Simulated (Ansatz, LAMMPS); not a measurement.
# Mg2+ triflate in trimethyl phosphate and diglyme at 340 K (131 atoms): a single point, part 2 of 2

What does DFT give for Mg2+ triflate in trimethyl phosphate and diglyme at 340 K (131 atoms) as built?

Ansatz 0.2.0; Kohn-Sham DFT, PBE+D3(BJ), PAW (set soft_2), plane waves.

The cell: 26 C, 28 O, 64 H, 4 P, 2 S, 6 F and 1 Mg. The network of contacts between molecules at the start is that of the classical potential that made the cell. The density was typed from a rule of thumb and may lie off the real one at this temperature. Sampling is at Γ alone, for a cell whose shortest periodic width is 12 Å.

So far. Step 3 (Plane-wave single point): Valence density in the ac plane at fractional y = 0.240, with atoms of H and C and O and P and F and Mg within 0.2 Å of it. It is the smooth field of the valence electrons, not physical close to the nuclei.

**3. Plane-wave single point (continued)**

Electrostatic potential energy in the ac plane at fractional y = 0.240, with atoms of H and C and O and P and F and Mg within 0.2 Å of it. With pseudopotentials it is smooth inside the atoms' cores, unlike the true potential.

Ten even steps from '0' (-45 eV) to '9' (6 eV), each cell a mean:
```
998777433589999996114999999996799
999998710069999995003899999999999
999987620279999998658999999999999
999851125799999999888999999999999
898720003899999999877877899999878
888740013689999987632321499999625
899876530049999521311222599999878
999999851148998300344678999999999
999999997787667756888899999999999
999999999872004789999999999999999
999999999861002789999999999999999
999999999886447899999999878999999
999999999988888889999998327999999
999999999999999879999999778999999
999999999999999999999999999999999
999999999999999999999999999999999
999999999999999999999999999999999
999999999999999878999999999999999
999999999999999516999999999999999
799999999999999878999999998899875
389999999999999999999999983264531
799998789999999999999999986530045
999873015899999999999999999862379
998332004899999999889999999984589
```
Columns run along a (11.6 Å; values clipped at the 3rd and 97th percentile), rows up along c (11.6 Å). Atoms in or near the plane, at fractional coordinates: H at (0.81, 0.13), C at (0.20, 0.03), O at (0.26, 0.92), P at (0.18, 0.80), O at (0.27, 0.70), H at (0.11, 0.01), H at (0.95, 0.77), H at (0.49, 0.22), H at (0.75, 0.47), F at (0.57, 0.94), Mg at (0.38, 0.57).

Mean intrinsic-atomic-orbital charges: C -0.19, F -0.27, H +0.18, Mg +1.63, O -0.70, P +2.08 e.

**4. Local order**

These statistics describe the geometry on which the runs were made.

Density 1.22 g/cm³, 11.93 Å³ an atom.

Pair distribution functions g(r), in bins of 0.2 Å:

| r (Å) | total | H-H | H-O | H-C | H-F | H-P | H-S |
| --- | --- | --- | --- | --- | --- | --- | --- |
| 1.00 | 2.44 | 0.00 | 0.00 | 12.60 | 0.00 | 0.00 | 0.00 |
| 1.20 | 1.48 | 0.00 | 0.00 | 7.65 | 0.00 | 0.00 | 0.00 |
| 1.40 | 1.42 | 0.00 | 0.00 | 0.00 | 0.00 | 0.00 | 0.00 |
| 1.60 | 0.71 | 1.10 | 0.00 | 0.00 | 0.00 | 0.00 | 0.00 |
| 1.80 | 1.02 | 4.17 | 0.00 | 0.00 | 0.00 | 0.00 | 0.00 |
| 2.00 | 1.06 | 0.32 | 3.88 | 0.27 | 0.00 | 0.00 | 0.00 |
| 2.20 | 0.69 | 0.44 | 1.43 | 1.03 | 0.00 | 0.00 | 0.00 |
| 2.40 | 0.69 | 1.01 | 0.53 | 0.38 | 0.26 | 0.00 | 0.00 |
| 2.60 | 1.10 | 0.76 | 0.97 | 0.76 | 0.48 | 2.88 | 0.00 |
| 2.80 | 0.78 | 0.79 | 1.15 | 0.57 | 0.42 | 2.10 | 0.00 |
| 3.00 | 0.81 | 0.78 | 0.77 | 0.74 | 0.88 | 1.68 | 0.53 |
| 3.20 | 0.78 | 0.65 | 0.85 | 1.01 | 0.80 | 0.94 | 0.00 |
| 3.40 | 0.81 | 1.16 | 0.87 | 0.68 | 0.97 | 1.65 | 0.81 |
| 3.60 | 0.82 | 0.92 | 0.67 | 0.86 | 0.88 | 0.94 | 1.12 |
| 3.80 | 1.06 | 1.09 | 0.96 | 1.26 | 1.59 | 0.85 | 0.99 |
| 4.00 | 1.08 | 1.28 | 0.99 | 1.28 | 0.71 | 0.90 | 0.90 |
| 4.20 | 1.10 | 1.01 | 1.31 | 1.23 | 0.91 | 0.69 | 0.82 |
| 4.40 | 0.97 | 1.13 | 0.75 | 1.21 | 0.99 | 0.88 | 0.51 |
| 4.60 | 1.08 | 1.11 | 1.08 | 1.01 | 1.52 | 0.92 | 2.27 |
| 4.80 | 1.10 | 1.24 | 0.99 | 1.10 | 1.35 | 0.84 | 1.48 |
| 5.00 | 1.06 | 1.01 | 1.04 | 1.10 | 0.91 | 1.17 | 1.56 |
| 5.20 | 0.99 | 0.84 | 0.98 | 1.07 | 1.14 | 1.00 | 1.07 |
| 5.40 | 1.01 | 0.90 | 0.90 | 1.11 | 1.34 | 0.91 | 0.50 |
| 5.60 | 0.97 | 0.82 | 0.97 | 0.95 | 1.39 | 0.77 | 0.93 |

Bonds by pair of elements; cutoffs follow the first minimum of g(r), held within bounds set by covalent radii, and pairs that aren't listed don't count as bonded:

| pair A-B | cutoff (Å) | bonds | mean length (Å) | spread (Å) | shortest (Å) | B about A | A about B |
| --- | --- | --- | --- | --- | --- | --- | --- |
| H-C | 1.34 | 64 | 1.09 | 0.035 | 1.00 | 1 | 2.46 |
| O-C | 1.73 | 24 | 1.43 | 0.035 | 1.36 | 0.857 | 0.923 |
| O-P | 2.08 | 16 | 1.59 | 0.053 | 1.48 | 0.571 | 4 |
| O-S | 1.88 | 6 | 1.45 | 0.014 | 1.43 | 0.214 | 3 |
| O-Mg | 2.48 | 5 | 1.99 | 0.04 | 1.94 | 0.179 | 5 |
| C-C | 1.85 | 4 | 1.51 | 0.036 | 1.47 | 0.308 | 0.308 |
| C-F | 1.62 | 6 | 1.34 | 0.022 | 1.31 | 0.231 | 1 |
| C-S | 2.21 | 2 | 1.87 | 0.046 | 1.82 | 0.077 | 1 |

How many atoms have how many bonded neighbours:

| element | mean | 1 | 2 | 3 | 4 | 5 |
| --- | --- | --- | --- | --- | --- | --- |
| C | 4 | 0 | 0 | 0 | 26 | 0 |
| F | 1 | 6 | 0 | 0 | 0 | 0 |
| H | 1 | 64 | 0 | 0 | 0 | 0 |
| Mg | 5 | 0 | 0 | 0 | 0 | 1 |
| O | 1.82 | 6 | 21 | 1 | 0 | 0 |
| P | 4 | 0 | 0 | 0 | 4 | 0 |
| S | 4 | 0 | 0 | 0 | 2 | 0 |

Bond angles (no mean is given where the spread exceeds 20°):

| angle | count | mean (°) | spread (°) |
| --- | --- | --- | --- |
| H-C-O | 64 | 110 | 4 |
| H-C-H | 56 | 109 | 5.1 |
| O-P-O | 24 | 109 | 6.1 |
| C-C-H | 16 | 110 | 3.2 |
| C-O-P | 12 | 115 | 2.5 |

Bond length by coordination (bonds to H left out):

| element | coordination | atoms | mean bond length (Å) |
| --- | --- | --- | --- |
| O | 1 | 6 | 1.47 |
| O | 2 | 21 | 1.54 |
| O | 3 | 1 | 1.61 |

Counting bonds as in the table, all C atoms have 4, all F atoms have 1, all H atoms have 1 and all Mg atoms have 5 bonded neighbours. The H-C-O angle averages 110° with a spread of 4°.

The surroundings of C9, which bears the longest force, nearest first, numbered as they follow in the input and with coordinates relative to it.

| atom | x | y | z | distance (Å) | bonds | intrinsic-atomic-orbital charge (e) | Fx | Fy | Fz (eV/Å) |
| --- | --- | --- | --- | --- | --- | --- | --- | --- | --- |
| C9 | 0.00 | 0.00 | 0.00 | 0.00 | 4 | -0.35 | -2.15 | 2.03 | 2.62 |
| H23 | 0.45 | 0.08 | -0.89 | 1.00 | 1 | 0.19 | 2.14 | 0.50 | -3.20 |
| H21 | -0.51 | -0.91 | -0.01 | 1.05 | 1 | 0.17 | -1.27 | -1.71 | 0.17 |
| H22 | 0.66 | 0.00 | 0.84 | 1.07 | 1 | 0.19 | 0.78 | 0.17 | 0.48 |
| O8 | -0.92 | 1.14 | 0.17 | 1.48 | 2 | -0.42 | -0.10 | -1.81 | -0.63 |
| C7 | -2.01 | 1.02 | -0.80 | 2.39 | 4 | -0.15 | 2.07 | 1.23 | -0.39 |
| H19 | -2.45 | 0.06 | -0.93 | 2.62 | 1 | 0.17 | 0.08 | -1.74 | 0.13 |
| H20 | -1.60 | 1.31 | -1.82 | 2.75 | 1 | 0.17 | -0.51 | 0.03 | 0.68 |

The column of bonds counts only the pairs H-C within 1.34 Å, O-C within 1.73 Å, O-P within 2.08 Å, O-S within 1.88 Å, O-Mg within 2.48 Å, C-C within 1.85 Å, C-F within 1.62 Å, C-S within 2.21 Å; other neighbours, such as metal atoms beside each other in a compound, aren't counted, and periodic images can show an atom twice.

**5. Results**

```yaml
free_energy_per_atom: -267.4101 eV/atom
pressure: 1.29 GPa
r_m_s_force_component: 1.014 eV/Å
spacing_of_highest_filled_and_lowest_empty_level: 4.553 eV
wall_time_of_the_1_dft_run: 12 s
```

**Reading.** The highest filled and lowest empty levels differ by 4.55 eV (at Γ alone); a semilocal functional tends to put such gaps too low. In a disordered cell it changes from sample to sample and from frame to frame. Counting bonds as in the table, all C atoms have 4, all F atoms have 1, all H atoms have 1 and all Mg atoms have 5 bonded neighbours.

**Limits.** The force components of 1.0 eV/Å r.m.s. hold both thermal displacement and the mismatch between the potential that made the cell and DFT, above all in bond lengths inside molecules. The pressure of a single frame lacks the kinetic term.

[Logs are printed without paths, hosts, clocks, repeated set-up lines and the standing remarks that a program may print on its own settings, such as how far it seeks lower states.]

[Hosts, paths, dates, database ids (printed as entryN), source tags and the programs' standing remarks are cut or masked in the printed files.]
